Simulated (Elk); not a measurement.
## GaAs: optical spectrum from first principles

Aim: the dielectric function of GaAs, and the optical constants that follow from it.

Calculated with Elk 11.2.3 (patched build); DFT, PBE, all-electron APW+lo, Dirac cores, scalar-relativistic bands, independent-particle optical response without local fields.

## 1. The starting structure

Symmetry: F-43m, No. 216, cubic system. Conventional cell: a = 5.654 Å, b = 5.654 Å, c = 5.654 Å, α = 90.00°, β = 90.00°, γ = 90.00°. Nearest to As lie 4 Ga at 2.45 Å. Nearest to Ga lie 4 As at 2.45 Å. Farther neighbours are not listed.

## 2. Ground state

First the ground state: is it a metal or has it a gap?

This step: DFT, PBE, all-electron APW+lo, Dirac cores, scalar-relativistic bands, ground state (Elk 11.2.3 (patched build)).

File elk.in:

```
tasks
  0
  120

xctype
  20

nempty
  12

lorbcnd
  .true.

rgkmax
  7.0

swidth
  0.0018375

maxscl
  100

epsengy
  1e-05

sppath
  './'

avec
  0.000000000000 5.341972295398 5.341972295398
  5.341972295398 0.000000000000 5.341972295398
  5.341972295398 5.341972295398 0.000000000000

atoms
  2
  'As.in'
  1
  0.750000000000 0.750000000000 0.750000000000   0.000 0.000 0.000
  'Ga.in'
  1
  0.000000000000 0.000000000000 0.000000000000   0.000 0.000 0.000

ngridk
  11 11 11
```

Started as:

```
OMP_NUM_THREADS=4 elk
```

Numbers of over 12 decimals in the logs are rounded to 6 here.

The program printed:

```text
┌─────────────────────────┐
│ Elk code version 11.2.3 │
└─────────────────────────┘

All units are atomic (Hartree, Bohr, etc.)

┌─────────────────────────────────────────────────┐
│ Ground-state run starting from atomic densities │
└─────────────────────────────────────────────────┘

Lattice vectors :
   0.000000000       5.341972295       5.341972295
   5.341972295       0.000000000       5.341972295
   5.341972295       5.341972295       0.000000000

Reciprocal lattice vectors :
 -0.5880960214      0.5880960214      0.5880960214
  0.5880960214     -0.5880960214      0.5880960214
  0.5880960214      0.5880960214     -0.5880960214

Unit cell volume      :    304.8841798
Brillouin zone volume :   0.8135883391

Muffin-tin inner radius fraction :   0.1000000000E-01

Nuclei treated as point charges

Species : 1 (As)
 parameters loaded from : As.in
 name : arsenic
 nuclear charge    :   -33.00000000
 electronic charge :    33.00000000
 atomic mass :    136573.7220
 muffin-tin radius :    2.288141857
 number of radial points in muffin-tin :    993
 inner part over the whole radius :   0.9844053869E-02
 number on inner part of muffin-tin    :    701
 approximate nuclear radius :   0.7712558785E-04
 number of mesh points to nuclear radius :    342
 atomic positions (lattice), magnetic fields (Cartesian) :
  1 :   0.00000000  0.00000000  0.00000000    0.00000000  0.00000000  0.00000000

Species : 2 (Ga)
 parameters loaded from : Ga.in
 name : gallium
 nuclear charge    :   -31.00000000
 electronic charge :    31.00000000
 atomic mass :    127097.2539
 muffin-tin radius :    2.288141857
 number of radial points in muffin-tin :    993
 inner part over the whole radius :   0.9935058634E-02
 number on inner part of muffin-tin    :    701
 approximate nuclear radius :   0.7562051033E-04
 number of mesh points to nuclear radius :    340
 atomic positions (lattice), magnetic fields (Cartesian) :
  1 :   0.25000000  0.25000000  0.25000000    0.00000000  0.00000000  0.00000000

Total number of atoms per unit cell :    2
Total muffin-tin volume :    100.3615690
 ratio of muffin-tin to unit cell volume :   0.3291793266

Spin treatment :
 spin-unpolarised

Number of Bravais lattice symmetries :   48
Number of crystal symmetries         :   24
Crystal has no inversion symmetry
Complex Hermitian eigensolver will be used

k-point grid :     11    11    11
k-point offset :    0.000000000       0.000000000       0.000000000
k-point set is reduced with full crystal symmetry group
Total number of k-points :       91

Muffin-tin radius times maximum |G+k| :    7.000000000
 using average radius
Maximum |G+k| for APW functions       :    3.059250884
Maximum (1/2)|G+k|²                   :    4.679507987
Maximum |G| for potential and density :    12.00000000
Constant for pseudocharge density :    7
 order of it for each species :   14  14
 order of it for pair densities of each species (exact exchange by exxq0 0: 14) :   10  10
Radial integration step length :    1

G-vector grid sizes :     30    30    30
Number of G-vectors :     8873

Maximum angular momentum used for
 APW functions            :    8
 outer part of muffin-tin :    6
 inner part of muffin-tin :    2

Total nuclear charge    :   -64.00000000
Total core charge       :    36.00000000
Total valence charge    :    28.00000000
Total excess charge     :    0.000000000
Total electronic charge :    64.00000000

Effective Wigner radius, rₛ :    1.043811560

Number of empty states         :     24
Total number of valence states :     39
Total number of core states    :     36

Conduction state local-orbitals added automatically
Third-order local-orbitals added for an l without core states : F
Total number of local-orbitals :    127

Exchange-correlation functional :     20     0     0
 Perdew-Burke-Ernzerhof, Phys. Rev. Lett. 77, 3865 (1996)
 gradient requirement :    1
 generalised gradient approximation (GGA)

Smearing type :    3
 Fermi-Dirac
Smearing width :   0.1837500000E-02
Effective electronic temperature (K) :    580.2366081

Mixing type :    3
 Broyden mixing, J. Phys. A: Math. Gen. 17, L317 (1984)

Kohn-Sham potential initialised from atomic data

┌──────────────────────────────┐
│ Self-consistent loop started │
└──────────────────────────────┘

┌─────────────────┐
│ Loop number : 1 │
└─────────────────┘

Energies :
 Fermi                       :     0.88822211786684E-01
 sum of occupied eigenvalues :     -2428.2946998001
 electron kinetic            :      4294.3019970277
 core electron kinetic       :      3978.7344209604
 Coulomb                     :     -8340.3280267270
 Coulomb potential           :     -6510.0420261600
 nuclear-nuclear             :     -516.65038874014
 electron-nuclear            :     -9148.0612448779
 Hartree                     :      1324.3836068910
 Madelung                    :     -5085.3070136470
 xc potential                :     -212.55467066776
 exchange                    :     -156.44639587382
 correlation                 :     -3.123367
 electron entropic           :    -0.27052979420555E-07
 total energy                :     -4205.5957927422

Density of states at Fermi energy :   0.8003141460E-03
 (states/Hartree/unit cell)

Estimated indirect band gap :   0.3104103743E-01
 from k-point 1 to k-point 1
Estimated direct band gap   :   0.3104103743E-01
 at k-point 1

Charges :
 core                        :    36.00000000
 valence                     :    28.00000000
 interstitial                :    3.219801164
 muffin-tins (core leakage)
  species : 1 (As)
   atom 1                    :    31.38100271     (  0.2847883576E-03)
  species : 2 (Ga)
   atom 1                    :    29.39919612     (  0.1405589039E-02)
 total in muffin-tins        :    60.78019884
 total calculated charge     :    63.99823340
 total charge                :    64.00000000
 error                       :   0.1766595672E-02

┌─────────────────┐
│ Loop number : 2 │
└─────────────────┘

Energies :
 Fermi                       :     0.89714711998262E-01
 sum of occupied eigenvalues :     -2428.2475765980
 electron kinetic            :      4294.1429802292
 core electron kinetic       :      3978.6261891635
 Coulomb                     :     -8340.3396864397
 Coulomb potential           :     -6510.0346078515
 nuclear-nuclear             :     -516.65038874014
 electron-nuclear            :     -9148.0912186250
 Hartree                     :      1324.4019209255
 Madelung                    :     -5085.3223825139
 xc potential                :     -212.35594897572
 exchange                    :     -156.44746136765
 correlation                 :     -3.123392
 electron entropic           :    -0.28216148507500E-07
 total energy                :     -4205.7675600174

Density of states at Fermi energy :   0.8387312455E-03
 (states/Hartree/unit cell)

Estimated indirect band gap :   0.3086634325E-01
 from k-point 1 to k-point 1
Estimated direct band gap   :   0.3086634325E-01
 at k-point 1

Charges :
 core                        :    36.00000000
 valence                     :    28.00000000
 interstitial                :    3.220050316
 muffin-tins (core leakage)
  species : 1 (As)
   atom 1                    :    31.37892988     (  0.2848378944E-03)
  species : 2 (Ga)
   atom 1                    :    29.40101980     (  0.1404497972E-02)
 total in muffin-tins        :    60.77994968
 total calculated charge     :    63.99823473
 total charge                :    64.00000000
 error                       :   0.1765268031E-02

RMS change in Kohn-Sham potential (target) :   0.1810778563     (  0.1000000000E-05)
Absolute change in total energy (target)   :   0.1717672752     (  0.1000000000E-04)

[... 13 loops left out ...]

┌──────────────────┐
│ Loop number : 16 │
└──────────────────┘

Energies :
 Fermi                       :     0.186726
 sum of occupied eigenvalues :     -2422.4013572442
 electron kinetic            :      4294.7146965662
 core electron kinetic       :      3978.3540171484
 Coulomb                     :     -8340.3528387116
 Coulomb potential           :     -6509.5135375096
 nuclear-nuclear             :     -516.65038874014
 electron-nuclear            :     -9148.5891344801
 Hartree                     :      1324.8866845086
 Madelung                    :     -5085.5960699568
 xc potential                :     -207.60251630079
 exchange                    :     -156.47369575469
 correlation                 :     -3.124392
 electron entropic           :    -0.46181271204662E-06
 total energy                :     -4205.2362300007

Density of states at Fermi energy :   0.2024602641E-01
 (states/Hartree/unit cell)

Estimated indirect band gap :   0.1900190861E-01
 from k-point 1 to k-point 1
Estimated direct band gap   :   0.1900190861E-01
 at k-point 1

Charges :
 core                        :    36.00000000
 valence                     :    28.00000000
 interstitial                :    3.232313069
 muffin-tins (core leakage)
  species : 1 (As)
   atom 1                    :    31.27790717     (  0.2836605626E-03)
  species : 2 (Ga)
   atom 1                    :    29.48977976     (  0.1356676672E-02)
 total in muffin-tins        :    60.76768693
 total calculated charge     :    63.99830007
 total charge                :    64.00000000
 error                       :   0.1699934743E-02

RMS change in Kohn-Sham potential (target) :   0.5793703737E-08 (  0.1000000000E-05)
Absolute change in total energy (target)   :   0.2834724910E-05 (  0.1000000000E-04)

Convergence targets achieved

┌──────────────────┐
│ Loop number : 17 │
└──────────────────┘

Energies :
 Fermi                       :     0.186726
 sum of occupied eigenvalues :     -2422.4013573275
 electron kinetic            :      4294.7146964934
 core electron kinetic       :      3978.3540170976
 Coulomb                     :     -8340.3528386808
 Coulomb potential           :     -6509.5135374562
 nuclear-nuclear             :     -516.65038874014
 electron-nuclear            :     -9148.5891344725
 Hartree                     :      1324.8866845319
 Madelung                    :     -5085.5960699527
 xc potential                :     -207.60251636478
 exchange                    :     -156.47369575421
 correlation                 :     -3.124392
 electron entropic           :    -0.46181267684502E-06
 total energy                :     -4205.2362300420

Density of states at Fermi energy :   0.2024602458E-01
 (states/Hartree/unit cell)

Estimated indirect band gap :   0.1900190896E-01
 from k-point 1 to k-point 1
Estimated direct band gap   :   0.1900190896E-01
 at k-point 1

Charges :
 core                        :    36.00000000
 valence                     :    28.00000000
 interstitial                :    3.232313061
 muffin-tins (core leakage)
  species : 1 (As)
   atom 1                    :    31.27790718     (  0.2836605633E-03)
  species : 2 (Ga)
   atom 1                    :    29.48977976     (  0.1356676669E-02)
 total in muffin-tins        :    60.76768694
 total calculated charge     :    63.99830007
 total charge                :    64.00000000
 error                       :   0.1699934743E-02

┌──────────────────────────────┐
│ Self-consistent loop stopped │
└──────────────────────────────┘

Warning : core states of species 1 leak from the muffin-tin :   0.2836605633E-03

Warning : core states of species 2 leak from the muffin-tin :   0.1356676669E-02

Wrote STATE.OUT
```

The job ended after 19 s (4 threads of Arm Neoverse V2, shared host; peak memory 0.11 GiB).

This step gave:

| Property | Result |
| --- | --- |
| total energy | -4205 Ha |
| Fermi energy | 5.081 eV |
| DOS at the Fermi level | 7.44e-4 states/eV/cell |
| gap on the k-mesh | 0.5171 eV |
| direct gap on the mesh | 0.5171 eV |

There is a gap, 0.52 eV on this mesh (points off the mesh can give less), so no carriers' term is needed.

## 3. Independent particles

With the density converged, the vertical transitions are summed over the zone.

This step: DFT, PBE, all-electron APW+lo, Dirac cores, scalar-relativistic bands, independent-particle optical response without local fields (Elk 11.2.3 (patched build)).

elk.in: that of step 2 with these lines changed.

```diff
@@ -1,4 +1,6 @@
 tasks
-  0
-  120
+  121
+
+optcomp
+  1 1
 
@@ -17,9 +19,7 @@
 swidth
-  0.0018375
+  0.0055124
 
-maxscl
-  100
-
-epsengy
-  1e-05
+wplot
+  400 100 0
+  0.0 0.51449
```

Started as:

```
OMP_NUM_THREADS=4 elk
```

The program printed:

```text
┌─────────────────────────────────┐
│ Elk code version 11.2.3 started │
└─────────────────────────────────┘

Info(readinput): the functional depends on the density's gradient
 muffin-tin radial points multiplied by    2.00000
 (not where nrmtscf is given)

┌────────────────────┐
│ Current task : 121 │
└────────────────────┘
Info(checkmt): changed muffin-tin radius of species 1 (As) from   2.4000 to   2.2881
Info(checkmt): changed muffin-tin radius of species 2 (Ga) from   2.4000 to   2.2881

Info(findsymcrys): atomic basis shift (lattice) :
  0.2500000000      0.2500000000      0.2500000000
See GEOMETRY.OUT for new atomic positions

Info(dielectric):
 dielectric tensor written to EPSILON_ij.OUT
 optical conductivity written to SIGMA_ij.OUT
 for components
  i = 1, j = 1

┌──────────────────┐
│ Elk code stopped │
└──────────────────┘
```

Elapsed: 1.6 s, on 4 threads; peak memory 0.04 GiB; 6.5 s of CPU time.

Read-outs, printed or worked out from the files:

| Property | Result |
| --- | --- |
| electronic dielectric constant ε∞, mean over x, y and z (by symmetry where fewer were run) | 19.01 |

The Im ε, E ∥ x has structure finer than the step of the table below, so its rows give means over 0.5 eV, whole bins alone (the curve runs from 0 to 14.0 eV). Peaks (eV: height): 0.52: 9.57, 2.13: 17.4, 4.09: 27.9, 4.90: 19.3.

Sum at mesh points, not converged in k; values under the direct gap are tails of Lorentzian lines. Im ε, E ∥ x against photon energy; means over each step:

photon energy (eV), Im ε, E ∥ x and a bar:
```
      0.5        5.9 #######
      1.0        1.9 ##
      1.5        4.5 #####
      2.0       11.1 ##############
      2.5       10.1 ############
      3.0       11.9 ###############
      3.5       12.3 ###############
      4.0       23.8 ##############################
      4.5       14.5 ##################
      5.0       16.4 ####################
      5.5        9.6 ############
      6.0        6.7 ########
      6.5        5.8 #######
      7.0        4.8 ######
      7.5        2.9 ###
      8.0        2.7 ###
      8.5        2.2 ##
      9.0        2.0 ##
      9.5        1.7 ##
     10.0        1.2 #
     10.5        1.1 #
     11.0        1.0 #
     11.5        0.7 
     12.0        0.6 
     12.5        0.5 
     13.0        0.5 
     13.5        0.4
```

The reflectivity at normal incidence, E ∥ x has structure finer than the step of the table below, so its rows give means over 0.5 eV, whole bins alone (the curve runs from 0 to 14.0 eV). Peaks (eV: height): 4.27: 61.2, 5.18: 62.8, 5.88: 62.1, 7.21: 64.5, 8.33: 58.5, 9.76: 61.2, 11.23: 58.9.

Sum at mesh points, not converged in k. The reflectivity at normal incidence, E ∥ x by photon energy; means over each step:

| photon energy (eV) | reflectivity at normal incidence, E ∥ x (%) |
| --- | --- |
| 0.5 | 37.9 |
| 1.0 | 33.7 |
| 1.5 | 38.3 |
| 2.0 | 43.5 |
| 2.5 | 38.2 |
| 3.0 | 40.1 |
| 3.5 | 40.9 |
| 4.0 | 53.5 |
| 4.5 | 51.3 |
| 5.0 | 57.4 |
| 5.5 | 57.1 |
| 6.0 | 58.7 |
| 6.5 | 53.9 |
| 7.0 | 59.6 |
| 7.5 | 61.1 |
| 8.0 | 55.4 |
| 8.5 | 54.0 |
| 9.0 | 53.4 |
| 9.5 | 55.8 |
| 10.0 | 57.9 |
| 10.5 | 53.8 |
| 11.0 | 55.8 |
| 11.5 | 56.4 |
| 12.0 | 56.1 |
| 12.5 | 52.7 |
| 13.0 | 49.6 |
| 13.5 | 48.4 |

Sum at mesh points, not converged in k; values under the direct gap are tails of Lorentzian lines. Loss function −Im 1/ε at q → 0, E ∥ x against energy loss; read off at these points:

| energy loss (eV) | loss function −Im 1/ε at q → 0, E ∥ x |
| --- | --- |
| 0.0 | 0 |
| 0.5 | 0.0256 |
| 1.0 | 0.00772 |
| 1.5 | 0.0163 |
| 2.0 | 0.0196 |
| 2.5 | 0.0382 |
| 3.0 | 0.0431 |
| 3.5 | 0.0376 |
| 4.0 | 0.0332 |
| 4.5 | 0.0816 |
| 5.0 | 0.0500 |
| 5.5 | 0.0854 |
| 6.0 | 0.0896 |
| 6.5 | 0.113 |
| 7.0 | 0.0996 |
| 7.5 | 0.124 |
| 8.0 | 0.170 |
| 8.5 | 0.209 |
| 9.0 | 0.212 |
| 9.5 | 0.216 |
| 10.0 | 0.263 |
| 10.5 | 0.347 |
| 11.0 | 0.333 |
| 11.5 | 0.411 |
| 12.0 | 0.466 |
| 12.5 | 0.624 |
| 13.0 | 0.860 |
| 13.5 | 1.04 |

From ε follow the optical constants at some laser and lamp lines:

| wavelength (nm) | n | k | R (%) | 1/α |
| --- | --- | --- | --- | --- |
| 1064 | 3.95 | 0.212 | 35.6 | 399 nm |
| 800 | 4.18 | 0.756 | 39.0 | 84 nm |
| 633 | 4.73 | 0.988 | 44.0 | 51 nm |
| 532 | 3.44 | 1.406 | 36.6 | 30 nm |
| 308 | 4.32 | 3.096 | 54.4 | 7.9 nm |
| 248 | 2.63 | 3.504 | 58.7 | 5.6 nm |
| 193 | 1.23 | 2.415 | 54.5 | 6.4 nm |

Below the direct gap, k and the depth come from the tails of the Lorentzian lines, not from transitions.

Rows near the edge hang on the gap, which this functional as a rule makes too small, and phonon-assisted absorption is left out.

## 4. Results

| Quantity | Value |
| --- | --- |
| electronic dielectric constant ε∞, mean over x, y and z (by symmetry where fewer were run) (independent particles) | 19.0 |

**Reading.** At this level (PBE, independent particles) GaAs has ε∞ = 19.0 and n = 3.50 at 1550 nm. On the mesh the gap is 0.52 eV and the least direct gap 0.52 eV. Excitons and phonon-assisted transitions are missing, and so are local fields; PBE gaps are as a rule too small, which pulls the onset down and ε∞ up. The sum runs over mesh points 0.17 Å⁻¹ apart with no interpolation, so peaks are partly noise of the mesh; over so small a direct gap single mesh points weigh heavily, so ε∞, n and their changes from run to run can be far off.

[Machine, clock and banner lines and Python warnings are left out of the logs.]

[Logs are printed without paths, hosts, clocks, repeated set-up lines and the standing remarks that a program may print on its own settings, such as how far it seeks lower states.]

[Hosts, paths, dates, database ids (printed as entryN), source tags and the programs' standing remarks are cut or masked in the printed files.]
